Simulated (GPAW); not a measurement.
**Optical response of ScGaS3 (model structure)**

Aim: the dielectric function of ScGaS3 (model structure), and the optical constants that follow from it. The structure is a model built here, which may or may not match a known phase. It was built so: All La replaced by Sc and O replaced by S in the Pm-3m structure of LaGaO3. The cell given below was relaxed beforehand with Ansatz.

Method: DFT, RPBE, plane-wave PAW (GPAW data sets), scalar-relativistic, RPA, optical limit, in GPAW 26.7.0.

Most raw output is cut from this account.

### Step 1. Starting point

Symmetry: Pm-3m, No. 221, cubic system. Conventional cell: a = 4.706 Å, b = 4.706 Å, c = 4.706 Å, α = 90.00°, β = 90.00°, γ = 90.00°. Nearest to Ga lie 6 S at 2.35 Å. Nearest to Sc lie 12 S at 3.33 Å. Nearest to S lie 2 Ga at 2.35 Å and 4 Sc at 3.33 Å. All La replaced by Sc and O replaced by S in the Pm-3m structure of LaGaO3. Farther neighbours and most contacts between anions are not listed.

### Step 2. Ground state

First the ground state: is it a metal or has it a gap?

This step: DFT, RPBE, plane-wave PAW (GPAW data sets), scalar-relativistic, ground state (GPAW 26.7.0).

Contents of gs.py:

```python
from ase import Atoms
from ase.dft.bandgap import bandgap
from gpaw import GPAW, PW, FermiDirac

atoms = Atoms(['Ga', 'Sc', 'S', 'S', 'S'],
              cell=[[4.70647720, 0.00000000, 0.00000000],
                    [0.00000000, 4.70647720, 0.00000000],
                    [0.00000000, 0.00000000, 4.70647720]],
              scaled_positions=[[0.00000000, 0.00000000, 1.00000000],
                                [0.50000000, 0.50000000, 0.50000000],
                                [0.50000000, 0.00000000, 0.00000000],
                                [0.00000000, 1.00000000, 0.50000000],
                                [0.00000000, 0.50000000, 0.00000000]],
              pbc=[True, True, True])
atoms.calc = GPAW(mode=PW(400), xc='RPBE', kpts={'size': (5, 5, 5), 'gamma': True},
                  occupations=FermiDirac(0.05), maxiter=150, txt='gs.txt')
print('energy (eV)', atoms.get_potential_energy())
print('Fermi level (eV)', atoms.calc.get_fermi_level())
print('valence electrons', atoms.calc.get_number_of_electrons())
print('gap (eV)', bandgap(atoms.calc, output=None)[0])
print('direct gap (eV)', bandgap(atoms.calc, direct=True, output=None)[0])
atoms.calc.write('gs.gpw')
```

Launch:

```bash
$ OMP_NUM_THREADS=1 python gs.py
```

Run time: 14 s. Hardware: 1 thread of Arm Neoverse V1, shared host; peak memory 0.16 GiB.

Numbers from this step:

* energy: -20.02 eV
* Fermi energy: 5.507 eV
* electrons: 32

There are states at the Fermi level within the smearing, so the occupations stay smeared and the carriers get a Drude term.

### Step 3. Bands for the response

The response needs many more empty bands than the density does.

This step: DFT, RPBE, plane-wave PAW (GPAW data sets), scalar-relativistic, bands at fixed density (GPAW 26.7.0).

Contents of nscf.py:

```python
from ase.dft.bandgap import bandgap
from gpaw import GPAW, FermiDirac

calc = GPAW('gs.gpw').fixed_density(kpts={'size': (8, 8, 8), 'gamma': True}, nbands=46, convergence={'bands': 40},
                                    occupations=FermiDirac(0.05), txt='nscf.txt')
print('gap (eV)', bandgap(calc, output=None)[0])
print('direct gap (eV)', bandgap(calc, direct=True, output=None)[0])
calc.write('full.gpw', mode='all')
```

Launch:

```bash
$ OMP_NUM_THREADS=1 python nscf.py
```

Elapsed: 1.9 min, on 1 thread; peak memory 0.23 GiB.

### Step 4. Dielectric function, RPA

Transitions between filled and empty bands, summed over the zone, give the optical response, so mesh, band count and broadening shape it.

The induced potential is part of this response.

This step: DFT, RPBE, plane-wave PAW (GPAW data sets), scalar-relativistic, RPA, optical limit (GPAW 26.7.0).

Contents of df.py:

```python
from gpaw.response.df import DielectricFunction

df = DielectricFunction('full.gpw', frequencies={'type': 'nonlinear', 'domega0': 0.03, 'omega2': 8},
                        ecut=50,
                        eta=0.1,
                        nbands=40,
                        rate=0.05,
                        txt='df.txt')
for direction in ['x']:
    df.get_dielectric_function(xc='RPA', direction=direction, filename=f'df_{direction}.csv')
```

Launch:

```bash
$ OMP_NUM_THREADS=1 python df.py
```

Wall time 26 s (1 thread); peak memory 0.43 GiB.

Some rows of df_x.csv (energy; Re and Im without local fields; Re and Im with them):

```text
0.000000, 3732.506468, -0.000000, 3730.930900, -0.000000
0.460735, -28.175025, 20.185283, -29.800807, 20.143708
0.943989, 9.926032, 13.685612, 7.897703, 13.391977
1.451455, 6.975704, 14.450127, 5.302710, 12.814614
1.984998, 0.999557, 11.989220, 0.516910, 10.960563
2.546682, 1.405149, 6.608839, 0.796267, 6.003941
3.138794, 3.969006, 5.894056, 3.010902, 5.245319
3.763875, 4.580320, 7.504453, 3.353272, 6.381146
4.424758, 3.612520, 6.677362, 3.138333, 5.216859
5.124608, 0.841934, 6.681039, 0.686402, 5.455703
5.866977, 0.581347, 5.532064, 0.581542, 4.578455
6.655862, 0.573112, 5.169088, 0.583161, 4.241976
7.495775, 1.738479, 6.071983, 1.322190, 4.308202
8.391833, -2.489057, 5.305574, -1.050494, 4.645145
9.349861, -2.298938, 3.785165, -1.136514, 3.427434
10.376517, -1.554994, 2.213209, -0.945096, 2.116452
11.479449, -1.228151, 1.595623, -0.929501, 1.594340
12.667487, -0.808502, 1.503126, -0.311469, 1.130143
13.950874, -0.814698, 1.028953, -0.036679, 0.934260
15.341572, -0.571502, 0.529391, 0.045517, 0.958671
```

The Im ε, E ∥ x has structure finer than the step of the table below, so its rows give means over 0.5 eV, whole bins alone (the curve runs from 0.305 to 15.4 eV). Peaks (eV: height): 1.01: 15.1, 1.66: 14.7, 4.84: 8.63, 8.15: 5.10.

Sum at mesh points, not converged in k. Im ε, E ∥ x against photon energy; means over each step:

| photon energy (eV) | Im ε, E ∥ x |
| --- | --- |
| 1.0 | 12.8 |
| 1.5 | 13.6 |
| 2.0 | 10.8 |
| 2.5 | 6.79 |
| 3.0 | 5.17 |
| 3.5 | 4.92 |
| 4.0 | 5.93 |
| 4.5 | 5.77 |
| 5.0 | 6.80 |
| 5.5 | 5.24 |
| 6.0 | 4.32 |
| 6.5 | 4.57 |
| 7.0 | 3.98 |
| 7.5 | 4.30 |
| 8.0 | 4.95 |
| 8.5 | 4.18 |
| 9.0 | 3.25 |
| 9.5 | 3.00 |
| 10.0 | 2.54 |
| 10.5 | 2.08 |
| 11.0 | 2.03 |
| 11.5 | 1.59 |
| 12.0 | 1.25 |
| 12.5 | 1.12 |
| 13.0 | 1.16 |
| 13.5 | 1.05 |
| 14.0 | 1.01 |
| 14.5 | 0.905 |
| 15.0 | 0.903 |

Values under 1 per cm are given as 1; sum at mesh points, not converged in k. Absorption coefficient, E ∥ x against photon energy:

| photon energy (eV) | absorption coefficient, E ∥ x (1/cm) |
| --- | --- |
| 0.492 | 2.6e5 |
| 1.010 | 2.3e5 |
| 1.486 | 3.2e5 |
| 1.985 | 4.6e5 |
| 2.508 | 4.3e5 |
| 3.018 | 3.6e5 |
| 3.510 | 3.8e5 |
| 3.980 | 6.0e5 |
| 4.516 | 5.5e5 |
| 4.981 | 9.3e5 |
| 5.515 | 9.0e5 |
| 6.021 | 8.0e5 |
| 6.494 | 9.6e5 |
| 6.985 | 1.1e6 |
| 7.496 | 9.6e5 |
| 8.026 | 1.2e6 |
| 8.516 | 1.5e6 |
| 9.023 | 1.2e6 |
| 9.483 | 1.4e6 |
| 10.026 | 1.4e6 |
| 10.519 | 1.3e6 |
| 11.029 | 1.4e6 |
| 11.479 | 1.4e6 |
| 12.023 | 1.3e6 |
| 12.504 | 1.1e6 |
| 13.000 | 1.1e6 |
| 13.512 | 1.1e6 |
| 14.040 | 1.0e6 |
| 14.493 | 1.0e6 |
| 14.960 | 1.0e6 |

The loss function −Im 1/ε at q → 0, E ∥ x has structure finer than the step of the table below, so its rows give means over 0.5 eV, whole bins alone (the curve runs from 0.305 to 15.4 eV). Peaks (eV: height): 13.86: 1.09, 14.49: 1.18.

Sum at mesh points, not converged in k. The loss function −Im 1/ε at q → 0, E ∥ x by energy loss; means over each step:

| energy loss (eV) | loss function −Im 1/ε at q → 0, E ∥ x |
| --- | --- |
| 1.0 | 0.0676 |
| 1.5 | 0.0664 |
| 2.0 | 0.0938 |
| 2.5 | 0.147 |
| 3.0 | 0.168 |
| 3.5 | 0.144 |
| 4.0 | 0.142 |
| 4.5 | 0.130 |
| 5.0 | 0.148 |
| 5.5 | 0.191 |
| 6.0 | 0.223 |
| 6.5 | 0.213 |
| 7.0 | 0.250 |
| 7.5 | 0.217 |
| 8.0 | 0.201 |
| 8.5 | 0.223 |
| 9.0 | 0.292 |
| 9.5 | 0.296 |
| 10.0 | 0.335 |
| 10.5 | 0.412 |
| 11.0 | 0.419 |
| 11.5 | 0.475 |
| 12.0 | 0.613 |
| 12.5 | 0.792 |
| 13.0 | 0.824 |
| 13.5 | 0.890 |
| 14.0 | 0.983 |
| 14.5 | 1.08 |
| 15.0 | 1.11 |

The reflectivity at normal incidence, E ∥ x has structure finer than the step of the table below, so its rows give means over 0.25 eV, whole bins alone (the curve runs from 0.305 to 15.4 eV). Peaks (eV: height): 1.768: 46.2, 4.024: 29.5, 4.887: 37.1, 8.516: 38.2, 9.483: 36.3, 9.957: 35.4, 12.023: 37.2.

Sum at mesh points, not converged in k. Table of reflectivity at normal incidence, E ∥ x by photon energy; means over each step:

photon energy (eV), reflectivity at normal incidence, E ∥ x (%) and a bar from the least value:
```
     0.50       78.9 ##############################
     0.75       43.1 #############
     1.00       42.3 ############
     1.25       42.7 #############
     1.50       42.1 ############
     1.75       45.4 ##############
     2.00       42.6 #############
     2.25       39.7 ###########
     2.50       33.7 ########
     2.75       29.9 #######
     3.00       24.0 ####
     3.25       25.1 ####
     3.50       22.0 ###
     3.75       27.0 #####
     4.00       28.4 ######
     4.25       24.7 ####
     4.50       25.2 ####
     4.75       32.5 ########
     5.00       34.4 #########
     5.25       30.0 #######
     5.50       30.6 #######
     5.75       27.6 #####
     6.00       25.1 ####
     6.25       24.7 ####
     6.50       27.2 #####
     6.75       26.0 #####
     7.00       27.5 #####
     7.25       21.0 ##
     7.50       23.8 ####
     7.75       27.3 #####
     8.00       29.5 ######
     8.25       33.8 ########
     8.50       37.1 ##########
     8.75       34.5 #########
     9.00       30.2 #######
     9.25       32.3 ########
     9.50       35.6 #########
     9.75       32.6 ########
    10.00       34.7 #########
    10.25       34.4 #########
    10.50       32.1 ########
    10.75       30.2 #######
    11.00       32.2 ########
    11.25       34.6 #########
    11.50       35.5 #########
    11.75       34.1 #########
    12.00       35.4 #########
    12.25       30.0 #######
    12.50       27.4 #####
    12.75       24.4 ####
    13.00       22.1 ###
    13.25       24.3 ####
    13.50       25.4 ####
    13.75       22.9 ###
    14.00       18.5 #
    14.25       22.7 ###
    14.50       20.3 ##
    14.75       18.1 #
    15.00       18.0 #
    15.25       16.3
```

The Im ε, E ∥ x has structure finer than the step of the table below, so its rows give means over 0.5 eV, whole bins alone (the curve runs from 0.305 to 15.4 eV). Peaks (eV: height): without local fields 1.66: 16.5, 4.79: 10.3, 8.09: 7.02; with local fields 1.01: 15.1, 1.66: 14.7, 4.84: 8.63, 8.15: 5.10.

Sum at mesh points, not converged in k. The Im ε, E ∥ x by photon energy; means over each step:

| photon energy (eV) | without local fields | with local fields |
| --- | --- | --- |
| 1.0 | 13.4 | 12.8 |
| 1.5 | 15.2 | 13.6 |
| 2.0 | 11.9 | 10.8 |
| 2.5 | 7.42 | 6.79 |
| 3.0 | 5.69 | 5.17 |
| 3.5 | 5.65 | 4.92 |
| 4.0 | 7.21 | 5.93 |
| 4.5 | 7.26 | 5.77 |
| 5.0 | 8.10 | 6.80 |
| 5.5 | 6.27 | 5.24 |
| 6.0 | 5.33 | 4.32 |
| 6.5 | 5.61 | 4.57 |
| 7.0 | 4.72 | 3.98 |
| 7.5 | 6.02 | 4.30 |
| 8.0 | 6.80 | 4.95 |
| 8.5 | 4.79 | 4.18 |
| 9.0 | 4.00 | 3.25 |
| 9.5 | 3.43 | 3.00 |
| 10.0 | 2.56 | 2.54 |
| 10.5 | 2.19 | 2.08 |
| 11.0 | 1.99 | 2.03 |
| 11.5 | 1.60 | 1.59 |
| 12.0 | 1.46 | 1.25 |
| 12.5 | 1.45 | 1.12 |
| 13.0 | 1.41 | 1.16 |
| 13.5 | 1.00 | 1.05 |
| 14.0 | 0.938 | 1.01 |
| 14.5 | 0.784 | 0.905 |
| 15.0 | 0.591 | 0.903 |

At chosen wavelengths:

| wavelength (nm) | n | k | R (%) | 1/α |
| --- | --- | --- | --- | --- |
| 1064 | 3.21 | 2.194 | 43.0 | 39 nm |
| 800 | 3.11 | 2.186 | 42.6 | 29 nm |
| 532 | 1.98 | 1.984 | 38.2 | 21 nm |
| 450 | 1.91 | 1.593 | 30.6 | 22 nm |
| 405 | 1.98 | 1.157 | 22.5 | 28 nm |
| 248 | 1.79 | 1.806 | 35.2 | 11 nm |
| 193 | 1.71 | 1.429 | 27.1 | 11 nm |

A polished face would reflect 39 % of daylight and look faintly yellow (CIE x = 0.342, y = 0.361 under D65).

### Step 5. Results

**Reading.** At this level (RPBE, RPA) ScGaS3 is a metal. The mesh is too coarse to trust the carriers' weight, the reflectivity or the colour to better than tens of per cent. A polished face would reflect 39 % of daylight and look faintly yellow (CIE x = 0.342, y = 0.361 under D65). The carriers' damping of 0.05 eV is typed, not computed; it shapes the response at the lowest energies. The curves end at 15 eV, about where the summed bands run out. In this version of GPAW the matrix elements of the optical limit are incomplete, which can lower ε − 1 by up to a tenth where first-row anions or d states rule, and shift it by more in d metals. GPAW's carrier term has the form −ωp²/(ω + i·rate)², which damps like twice the rate and fails at low energy, so the curves leave the lowest energies out. The sum runs over mesh points 0.17 Å⁻¹ apart with no interpolation, so peaks are partly noise of the mesh, and the Drude plasma energy, a sum over the Fermi surface, isn't converged.

[Machine, clock and banner lines and Python warnings are left out of the logs.]

[Logs are printed without paths, hosts, clocks, repeated set-up lines and the standing remarks that a program may print on its own settings, such as how far it seeks lower states.]

[Hosts, paths, dates, database ids (printed as entryN), source tags and the programs' standing remarks are cut or masked in the printed files.]
